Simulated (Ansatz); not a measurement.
# What CdH2Se2 (built on the sites of a database entry of CdH2O2) distorts into, part 2 of 3

Wanted: the energy along a soft mode of CdH2Se2 (built on the sites of a database entry of CdH2O2) and the structure at the end.

Ansatz 0.2.0; DFT PBEsol, scalar-relativistic, plane waves, PAW.

So far, highest frequency on the path or at a solved wavevector (cm⁻¹): step 2 (the dispersion) 2250. Also lowest frequency on the path (cm⁻¹): step 2 -134.

The structure was built from a prototype and need not be the compound's stable phase.

### Step 4. The mode frozen in, largest atomic shift 0.14 Å

The atoms are moved along the unstable eigenvector, the largest shift by 0.14 Å, with the cell fixed.

Input file input.yaml:

```yaml
crystal:
  lattice:
    - [-4.3232027575, -3.0369e-06, 0.0]
    - [0.0, 0.0, -5.8999750515]
    - [2.161609269, -11.2320087227, 0.0]
  atoms:
    - { symbol: Cd, position: [0.333928934, 1.0, 0.6666666667] }
    - { symbol: Cd, position: [0.6666666809, 1.0, 0.3333333333] }
    - { symbol: Cd, position: [0.9994044067, 1.0, 1.0] }
    - { symbol: H, position: [0.7486719725, 0.4699280954, 0.5555555556] }
    - { symbol: H, position: [0.143493891, 0.4699280954, 0.2222222222] }
    - { symbol: H, position: [0.441166414, 0.4699280954, 0.8888888889] }
    - { symbol: H, position: [0.1898388232, 0.5300719046, 0.4444444444] }
    - { symbol: H, position: [0.584660506, 0.5300719046, 0.1111111111] }
    - { symbol: H, position: [0.8921661627, 0.5300719046, 0.7777777778] }
    - { symbol: Se, position: [0.7754977768, 0.2176937585, 0.5555555556] }
    - { symbol: Se, position: [0.1140611816, 0.2176937585, 0.2222222222] }
    - { symbol: Se, position: [0.4437742923, 0.2176937585, 0.8888888889] }
    - { symbol: Se, position: [0.2192721132, 0.7823062415, 0.4444444444] }
    - { symbol: Se, position: [0.5578354698, 0.7823062415, 0.1111111111] }
    - { symbol: Se, position: [0.8895589767, 0.7823062415, 0.7777777778] }
kpoints:
  mp_grid: { grid: [6, 4, 6] }
hamiltonian:
  xc: pbesol
scf:
  occupations: { method: gaussian, width: 0.02 }
output:
  forces: true
  stress: true
  eigenvalues: true
```

Started as:

```bash
ansatz run input.yaml --threads 8 --pin off --max-ram 14336MiB --backend cpu --events-out ev --progress --plain --runs-dir out
```

Numbers of over 12 decimals in the logs are rounded to 6 here.

Output:

```text
[...]
k-point 0: bands = [... 77 lower, 5.4097, 5.4107, 6.0591, 6.0681, 7.0307, 8.3233, 8.8147, 8.8155, ... 8 higher]
  k-point 1: bands = [... 77 lower, 5.4349, 5.5749, 6.0232, 6.0887, 7.2830, 8.4416, 8.6542, 8.9932, ... 8 higher]
  k-point 2: bands = [... 77 lower, 5.2554, 5.7397, 5.9603, 6.1015, 7.8230, 8.5522, 8.7411, 8.9304, ... 8 higher]
  k-point 75: bands = [... 77 lower, 4.6738, 5.3431, 5.4205, 5.5919, 8.8012, 9.0846, 9.1406, 9.6504, ... 8 higher]
[key lines of the parts left out:]
SCF converged after 8 iterations
Free energy (F): -57193.344169 eV
Fermi energy:    6.571265 eV
P = ⅓ Tr σ = -0.1010 GPa (-1.010 kbar)
```

Elapsed: 4.9 s, on 8 threads of AMD EPYC 9R45, shared host; peak memory 2.2 GiB; 37 s of CPU time.

Numbers from this step:

```yaml
pressure: -0.1010 GPa
gap_on_the_k_mesh: 0.9192 eV
energy_from_the_undistorted_cell: -0.12 meV/atom
```

The energy, extrapolated to zero smearing, is -0.12 meV/atom against the undistorted cell.

The run ends at a pressure of -0.10 GPa, with forces up to 0.11 eV/Å.

### Step 5. Energy along the mode, all amplitudes (two of the runs are shown above)

An imaginary frequency means negative curvature, so the energy should fall and then rise again as anharmonic terms take over.

This step gave:

```yaml
depth_at_the_lowest_point_sampled: 0.12 meV/atom
largest_atomic_shift_at_that_point: 0.14 Å
```

Table of energy from the parent by largest atomic shift:

```csv
largest atomic shift (Å),energy from the parent (meV/atom)
0.000,0
0.040,-0.014
0.080,-0.053
0.140,-0.12
0.220,-0.079
0.320,0.65
0.450,4.00
0.600,13.5
```

Displacement at unit largest shift by atom:

| atom | x (Å) | y (Å) | z (Å) | size |
| --- | --- | --- | --- | --- |
| Cd1 | -0.02 | 0.00 | 0.00 | 0.02 |
| Cd2 | 0.00 | 0.00 | 0.00 | 0.00 |
| Cd3 | 0.02 | 0.00 | 0.00 | 0.02 |
| H4 | 0.90 | 0.00 | 0.00 | 0.90 |
| H5 | -1.00 | 0.00 | 0.00 | 1.00 |
| H6 | 0.10 | 0.00 | 0.00 | 0.10 |
| H7 | 1.00 | 0.00 | 0.00 | 1.00 |
| H8 | -0.90 | 0.00 | 0.00 | 0.90 |
| H9 | -0.10 | 0.00 | 0.00 | 0.10 |
| Se10 | 0.07 | 0.00 | 0.00 | 0.07 |
| Se11 | -0.09 | 0.00 | 0.00 | 0.09 |
| Se12 | 0.02 | 0.00 | 0.00 | 0.02 |
| Se13 | 0.09 | 0.00 | 0.00 | 0.09 |
| Se14 | -0.07 | 0.00 | 0.00 | 0.07 |
| Se15 | -0.02 | 0.00 | 0.00 | 0.02 |

The lowest of the steps tried is at 0.14 Å, 0.12 meV/atom below the parent; the bottom of the well need not coincide with a step.

### Step 6. Relaxing from the distorted cell

Starting from the lowest point found, all atoms and the cell are let go, so that strain and other modes of the same symmetry can join in.

input.yaml: that of step 4 with these lines changed.

```diff
@@ -26,3 +26,3 @@
 scf:
-  occupations: { method: gaussian, width: 0.02 }
+  occupations: { method: fixed }
 output:
@@ -31 +31,6 @@
   eigenvalues: true
+relax:
+  adjacent_minimum: "off"
+  f_tol: 0.002
+  max_steps: 120
+  cell: { stress_tol: 0.03 }
```

Output:

```text
[...]
Crystal: 15 atoms, lattice volume = 286.493 Å³
Basis set: ecut = 420 eV, 5605 PW (Γ), exchange–correlation on 60×80×160 points (8 copies of the dense FFT grid, shifted against one another)
Bands: 98, of which v1, the nominal top of the filled ones, is band 81 counted from 1 (80 counted from 0)
Symmetry: 2 space group operations
[...]
k-points: 76 of 144
[...]
SCF iter   1: F=—  HF=-57193.364393 eV  |F-HF|=—  |Δ(HF+E_count)|=         —  Δρ=5.38e-3  dr2=7.11e-2  ethr=1.77e-3  ⟨swp⟩=4.7  Hψ=22064  notcnv=0  defer=1113
[...]
SCF iter   8: F=-57193.344169 eV  HF=-57193.344169 eV  |F-HF|=7.60e-8  |Δ(HF+E_count)|=   1.07e-6  Δρ=2.08e-6  dr2=2.39e-8  ethr=6.17e-11  ⟨swp⟩=11.0  Hψ=36631  notcnv=0
SCF 1 converged in 8 iterations: F = -57193.344169 eV  dr2 = 2.39e-8
[...]
relax step   1: F+E_penalty+E_count = -57193.34416894 eV  Δ(F+E_penalty+E_count) = +0.000e0 eV  max|allowed force component| = 9.755e-2 eV/Å  Δτ_max = 0.0000 Å  P = -0.101 GPa  Ω = 286.493 Å³  (8 SCF iters, dr2 threshold 1.00e-7 eV, accepted)
Crystal: 15 atoms, lattice volume = 285.720 Å³
Basis set: ecut = 420 eV, 5597 PW (Γ), exchange–correlation on 60×80×160 points (8 copies of the dense FFT grid, shifted against one another)
[...]
iter 1 solved again at ethr=8.14e-6 eV; its pass at ethr=3.10e-3 eV (dr2=1.32e-2 eV) is discarded
[...]
SCF iter   6: F=-57193.347506 eV  HF=-57193.347506 eV  |F-HF|=2.30e-8  |Δ(HF+E_count)|=   7.77e-7  Δρ=5.26e-6  dr2=9.13e-8  ethr=3.67e-10  ⟨swp⟩=10.0  Hψ=37112  notcnv=0
SCF 2 converged in 6 iterations: F = -57193.347506 eV  dr2 = 9.13e-8
relax step   2: F+E_penalty+E_count = -57193.34750629 eV  Δ(F+E_penalty+E_count) = -3.337e-3 eV  max|allowed force component| = 2.702e-2 eV/Å  Δτ_max = 0.0386 Å  P = -0.073 GPa  Ω = 285.720 Å³  energy of the carried Pulay correction = +2.745e-4 eV  (6 SCF iters, dr2 threshold 5.95e-7 eV, accepted)
Crystal: 15 atoms, lattice volume = 285.752 Å³
[...]
SCF iter   6: F=-57193.350160 eV  HF=-57193.350160 eV  |F-HF|=7.25e-9  |Δ(HF+E_count)|=   1.77e-7  Δρ=2.89e-6  dr2=2.98e-8  ethr=5.83e-11  ⟨swp⟩=9.9  Hψ=36613  notcnv=0
SCF 3 converged in 6 iterations: F = -57193.350160 eV  dr2 = 2.98e-8
relax step   3: F+E_penalty+E_count = -57193.35015994 eV  Δ(F+E_penalty+E_count) = -2.654e-3 eV  max|allowed force component| = 3.559e-2 eV/Å  Δτ_max = 0.0329 Å  P = +0.076 GPa  Ω = 285.752 Å³  energy of the carried Pulay correction = +2.633e-4 eV  (6 SCF iters, dr2 threshold 9.45e-8 eV, accepted)
[... from here on, the SCF cycles and remarks between the steps are left out ...]
relax step   4: F+E_penalty+E_count = -57193.36106179 eV  Δ(F+E_penalty+E_count) = -1.090e-2 eV  max|allowed force component| = 6.100e-2 eV/Å  Δτ_max = 0.1407 Å  P = +0.197 GPa  Ω = 285.775 Å³  energy of the carried Pulay correction = +2.549e-4 eV  (7 SCF iters, dr2 threshold 7.92e-8 eV, accepted)
relax step   5: F+E_penalty+E_count = -57193.37707554 eV  Δ(F+E_penalty+E_count) = -1.601e-2 eV  max|allowed force component| = 8.367e-2 eV/Å  Δτ_max = 0.1349 Å  P = +0.190 GPa  Ω = 285.513 Å³  energy of the carried Pulay correction = +3.485e-4 eV  (7 SCF iters, dr2 threshold 2.56e-7 eV, accepted)
relax step   6: F+E_penalty+E_count = -57193.39409576 eV  Δ(F+E_penalty+E_count) = -1.702e-2 eV  max|allowed force component| = 1.236e-1 eV/Å  Δτ_max = 0.1251 Å  P = +0.126 GPa  Ω = 284.962 Å³  energy of the carried Pulay correction = +5.447e-4 eV  (7 SCF iters, dr2 threshold 4.38e-7 eV, accepted)
relax step   7: F+E_penalty+E_count = -57193.42101113 eV  Δ(F+E_penalty+E_count) = -2.692e-2 eV  max|allowed force component| = 1.477e-1 eV/Å  Δτ_max = 0.1943 Å  P = -0.181 GPa  Ω = 283.295 Å³  energy of the carried Pulay correction = +1.142e-3 eV  (6 SCF iters, dr2 threshold 9.55e-7 eV, accepted)
relax step   8: F+E_penalty+E_count = -57193.44344118 eV  Δ(F+E_penalty+E_count) = -2.243e-2 eV  max|allowed force component| = 1.866e-1 eV/Å  Δτ_max = 0.1914 Å  P = -0.290 GPa  Ω = 280.951 Å³  energy of the carried Pulay correction = +1.987e-3 eV  (6 SCF iters, dr2 threshold 1.36e-6 eV, accepted)
relax step   9: F+E_penalty+E_count = -57193.46958768 eV  Δ(F+E_penalty+E_count) = -2.615e-2 eV  max|allowed force component| = 2.788e-1 eV/Å  Δτ_max = 0.1935 Å  P = -0.097 GPa  Ω = 278.378 Å³  energy of the carried Pulay correction = +2.922e-3 eV  (7 SCF iters, dr2 threshold 1.50e-6 eV, accepted)
relax step  10: F+E_penalty+E_count = -57193.54112520 eV  Δ(F+E_penalty+E_count) = -7.154e-2 eV  max|allowed force component| = 1.608e-1 eV/Å  Δτ_max = 0.2000 Å  P = -0.125 GPa  Ω = 279.072 Å³  energy of the carried Pulay correction = +2.669e-3 eV  (7 SCF iters, dr2 threshold 1.50e-6 eV, accepted)
relax step  11: F+E_penalty+E_count = -57193.62034671 eV  Δ(F+E_penalty+E_count) = -7.922e-2 eV  max|allowed force component| = 2.166e-1 eV/Å  Δτ_max = 0.1911 Å  P = +0.300 GPa  Ω = 282.342 Å³  energy of the carried Pulay correction = +1.484e-3 eV  (7 SCF iters, dr2 threshold 1.50e-6 eV, accepted)
relax step  12: F+E_penalty+E_count = -57193.64146137 eV  Δ(F+E_penalty+E_count) = -2.111e-2 eV  max|allowed force component| = 4.658e-1 eV/Å  Δτ_max = 0.1903 Å  P = -0.381 GPa  Ω = 284.378 Å³  energy of the carried Pulay correction = +7.537e-4 eV  (7 SCF iters, dr2 threshold 1.50e-6 eV, accepted)
relax step  13: F+E_penalty+E_count = -57193.59650772 eV  Δ(F+E_penalty+E_count) = +4.495e-2 eV  max|allowed force component| = 4.941e-1 eV/Å  Δτ_max = 0.1868 Å  P = +0.537 GPa  Ω = 291.058 Å³  energy of the carried Pulay correction = -1.608e-3 eV  (8 SCF iters, dr2 threshold 1.50e-6 eV, rejected (line search))
relax step  14: F+E_penalty+E_count = -57193.72485582 eV  Δ(F+E_penalty+E_count) = -8.339e-2 eV  max|allowed force component| = 2.735e-1 eV/Å  Δτ_max = 0.0973 Å  P = +0.378 GPa  Ω = 289.346 Å³  energy of the carried Pulay correction = -1.008e-3 eV  (12 SCF iters, accepted)
relax step  15: F+E_penalty+E_count = -57193.75599648 eV  Δ(F+E_penalty+E_count) = -3.114e-2 eV  max|allowed force component| = 1.463e-1 eV/Å  Δτ_max = 0.1000 Å  P = +0.162 GPa  Ω = 292.094 Å³  energy of the carried Pulay correction = -1.969e-3 eV  (6 SCF iters, dr2 threshold 1.50e-6 eV, accepted)
[...]
relax step  36: F+E_penalty+E_count = -57193.83827872 eV  Δ(F+E_penalty+E_count) = -8.611e-4 eV  max|allowed force component| = 4.356e-2 eV/Å  Δτ_max = 0.0330 Å  P = +0.015 GPa  Ω = 294.292 Å³  energy of the carried Pulay correction = -4.996e-4 eV  (11 SCF iters, accepted)
relax step  37: F+E_penalty+E_count = -57193.83875600 eV  Δ(F+E_penalty+E_count) = -4.773e-4 eV  max|allowed force component| = 1.682e-2 eV/Å  Δτ_max = 0.0164 Å  P = -0.007 GPa  Ω = 294.608 Å³  energy of the carried Pulay correction = -6.047e-4 eV  (6 SCF iters, dr2 threshold 1.19e-7 eV, accepted)
relax step  38: F+E_penalty+E_count = -57193.83941789 eV  Δ(F+E_penalty+E_count) = -6.619e-4 eV  max|allowed force component| = 2.450e-2 eV/Å  Δτ_max = 0.0390 Å  P = -0.030 GPa  Ω = 295.072 Å³  energy of the carried Pulay correction = -7.623e-4 eV  (7 SCF iters, dr2 threshold 1.77e-8 eV, accepted)
relax step  39: F+E_penalty+E_count = -57193.83949555 eV  Δ(F+E_penalty+E_count) = -7.766e-5 eV  max|allowed force component| = 4.364e-2 eV/Å  Δτ_max = 0.0206 Å  P = -0.008 GPa  Ω = 295.378 Å³  energy of the carried Pulay correction = -8.709e-4 eV  (7 SCF iters, dr2 threshold 3.75e-8 eV, accepted)
relax step  40: F+E_penalty+E_count = -57193.83971421 eV  Δ(F+E_penalty+E_count) = -2.187e-4 eV  max|allowed force component| = 1.538e-2 eV/Å  Δτ_max = 0.0052 Å  P = -0.018 GPa  Ω = 295.292 Å³  energy of the carried Pulay correction = -8.407e-4 eV  (5 SCF iters, dr2 threshold 1.19e-7 eV, accepted)
relax step  41: F+E_penalty+E_count = -57193.83979879 eV  Δ(F+E_penalty+E_count) = -8.458e-5 eV  max|allowed force component| = 5.683e-3 eV/Å  Δτ_max = 0.0023 Å  P = -0.009 GPa  Ω = 295.208 Å³  energy of the carried Pulay correction = -8.106e-4 eV  (5 SCF iters, dr2 threshold 1.48e-8 eV, accepted)
relax step  42: F+E_penalty+E_count = -57193.83988091 eV  Δ(F+E_penalty+E_count) = -8.212e-5 eV  max|allowed force component| = 4.243e-3 eV/Å  Δτ_max = 0.0043 Å  P = -0.000 GPa  Ω = 295.114 Å³  energy of the carried Pulay correction = -7.758e-4 eV  (6 SCF iters, dr2 threshold 2.02e-9 eV, accepted)
relax step  43: F+E_penalty+E_count = -57193.83995100 eV  Δ(F+E_penalty+E_count) = -7.009e-5 eV  max|allowed force component| = 7.433e-3 eV/Å  Δτ_max = 0.0052 Å  P = +0.003 GPa  Ω = 295.005 Å³  energy of the carried Pulay correction = -7.348e-4 eV  (7 SCF iters, dr2 threshold 1.13e-9 eV, accepted)
relax step  44: F+E_penalty+E_count = -57193.84000847 eV  Δ(F+E_penalty+E_count) = -5.746e-5 eV  max|allowed force component| = 5.300e-3 eV/Å  Δτ_max = 0.0047 Å  P = +0.003 GPa  Ω = 294.899 Å³  energy of the carried Pulay correction = -6.953e-4 eV  (6 SCF iters, dr2 threshold 3.45e-9 eV, accepted)
relax step  45: F+E_penalty+E_count = -57193.84005135 eV  Δ(F+E_penalty+E_count) = -4.288e-5 eV  max|allowed force component| = 1.983e-3 eV/Å  Δτ_max = 0.0029 Å  P = +0.002 GPa  Ω = 294.809 Å³  energy of the carried Pulay correction = -6.621e-4 eV  (6 SCF iters, dr2 threshold 1.76e-9 eV, accepted)
relax step  46: F+E_penalty+E_count = -57193.84007114 eV  Δ(F+E_penalty+E_count) = -1.979e-5 eV  max|allowed force component| = 3.860e-3 eV/Å  Δτ_max = 0.0021 Å  P = -0.001 GPa  Ω = 294.753 Å³  energy of the carried Pulay correction = -6.415e-4 eV  (8 SCF iters, rejected (line search))
relax step  47: F+E_penalty+E_count = -57193.84006286 eV  Δ(F+E_penalty+E_count) = -1.151e-5 eV  max|allowed force component| = 8.141e-4 eV/Å  Δτ_max = 0.0010 Å  P = -0.001 GPa  Ω = 294.791 Å³  energy of the carried Pulay correction = -6.553e-4 eV  (7 SCF iters, accepted)
relax step  48: F+E_penalty+E_count = -57193.84007459 eV  Δ(F+E_penalty+E_count) = -1.172e-5 eV  max|allowed force component| = 4.710e-3 eV/Å  Δτ_max = 0.0033 Å  P = -0.001 GPa  Ω = 294.748 Å³  energy of the carried Pulay correction = -6.385e-4 eV  (8 SCF iters, rejected (line search))
relax step  49: F+E_penalty+E_count = -57193.84007495 eV  Δ(F+E_penalty+E_count) = -1.209e-5 eV  max|allowed force component| = 4.975e-4 eV/Å  Δτ_max = 0.0016 Å  P = +0.000 GPa  Ω = 294.767 Å³  energy of the carried Pulay correction = -6.459e-4 eV  (8 SCF iters, accepted)
[...]
SCF iter   8: F=-57193.840935 eV  HF=-57193.840935 eV  |F-HF|=3.64e-11  |Δ(HF+E_count)|=  1.16e-10  Δρ=3.55e-8  dr2=5.95e-12  ethr=1.00e-12  ⟨swp⟩=11.0  Hψ=36260  notcnv=0
SCF 50 converged in 8 iterations: F = -57193.840935 eV  dr2 = 5.95e-12
relax step  50: F+E_penalty+E_count = -57193.84093526 eV  Δ(F+E_penalty+E_count) = -8.603e-4 eV  max|allowed force component| = 6.990e-4 eV/Å  Δτ_max = 0.0000 Å  P = -0.001 GPa  Ω = 294.767 Å³  stress off target by 5.69e-3 GPa  SCF on the basis re-selected at this cell (its energy is not comparable with the rows above)  (8 SCF iters)
[...]
SCF converged after 8 iterations
Free energy (F): -57193.840935 eV
[...]
Internal energy: -57193.840935 eV  (E = F + TS)
E sigma→0 (E₀):  -57193.840935 eV
Fermi energy:    5.585984 eV
[...]
--- Forces (eV/Å), atoms counted from 1 ---
  atom   1  Cd    -0.00005608     0.00003959     0.00003742
  atom   2  Cd     0.00000000     0.00000000     0.00000000
  atom   3  Cd     0.00005608    -0.00003959    -0.00003742
  atom   4  H     -0.00056726    -0.00026809     0.00043660
  atom   5  H      0.00022827     0.00019807     0.00055101
  atom   6  H      0.00001966     0.00012288     0.00030950
  atom   7  H     -0.00022827    -0.00019807    -0.00055101
  atom   8  H      0.00056726     0.00026809    -0.00043660
  atom   9  H     -0.00001966    -0.00012288    -0.00030950
  atom  10  Se     0.00035108    -0.00006556    -0.00028276
  atom  11  Se    -0.00011660    -0.00018026    -0.00069899
  atom  12  Se    -0.00015289     0.00011101    -0.00010433
  atom  13  Se     0.00011660     0.00018026     0.00069899
  atom  14  Se    -0.00035108     0.00006556     0.00028276
  atom  15  Se     0.00015289    -0.00011101     0.00010433
  max |Σ_I F_I| component: 2.71e-20 eV/Å
--- Stress (GPa, compression-positive) ---
       -0.002310      -0.001466      -0.004174
       -0.001466      -0.001262      -0.000870
       -0.004174      -0.000870       0.001375
  P = ⅓ Tr σ = -0.0007 GPa (-0.007 kbar)
--- Band table (eV; the first three rows and the last of 76) ---
  k-point 0: bands = [... 77 lower, 5.0449, 5.0555, 5.2395, 5.3337, 7.0228, 8.6158, 8.8152, 8.9853, ... 13 higher]
  k-point 1: bands = [... 77 lower, 4.9772, 5.0440, 5.1997, 5.3424, 7.1895, 8.6551, 8.8017, 8.9451, ... 13 higher]
  k-point 2: bands = [... 77 lower, 4.8263, 5.0322, 5.1265, 5.3559, 7.5878, 8.4954, 8.8417, 8.9210, ... 13 higher]
  k-point 75: bands = [... 77 lower, 4.5106, 4.5839, 4.9036, 5.2711, 8.1301, 8.5874, 8.8089, 9.5864, ... 13 higher]
--- Relaxed structure (48 steps of the walk, 44 accepted, 2 SCFs on fresh bases) ---
  F+E_penalty+E_count = -57193.84093526 eV   max|allowed force component| = 6.990e-4 eV/Å   (the final SCF, on the basis selected at the relaxed cell)
  cell:  # Å, volume = 294.7672 Å³
    - [-4.133338, -0.049029, 0.463393]
    - [0.632404, 0.201472, -6.422536]
    - [1.939303, -11.216020, 0.151852]
  atoms:
    - { symbol: Cd, position: [0.445004, 0.871957, 0.654397] }
    - { symbol: Cd, position: [0.666667, 1.000000, 0.333333] }
    - { symbol: Cd, position: [0.888330, 1.128043, 1.012270] }
    - { symbol: H, position: [0.402162, 0.292976, 0.520103] }
    - { symbol: H, position: [0.356615, 0.462859, 0.272058] }
    - { symbol: H, position: [0.464436, 0.467762, 0.961853] }
    - { symbol: H, position: [-0.023281, 0.537141, 0.394608] }
    - { symbol: H, position: [0.931171, 0.707024, 0.146563] }
    - { symbol: H, position: [0.868898, 0.532238, 0.704813] }
    - { symbol: Se, position: [0.719371, 0.223984, 0.559201] }
    - { symbol: Se, position: [0.200888, 0.234563, 0.239461] }
    - { symbol: Se, position: [0.377607, 0.256203, 0.891853] }
    - { symbol: Se, position: [0.132446, 0.765437, 0.427205] }
    - { symbol: Se, position: [0.613963, 0.776016, 0.107466] }
    - { symbol: Se, position: [0.955726, 0.743797, 0.774814] }
```

The job ended after 4.7 min (8 threads; peak memory 2.4 GiB).

(Part 2 of 3 ends here.)

[Logs are printed without paths, hosts, clocks, repeated set-up lines and the standing remarks that a program may print on its own settings, such as how far it seeks lower states.]

[Hosts, paths, dates, database ids (printed as entryN), source tags and the programs' standing remarks are cut or masked in the printed files.]
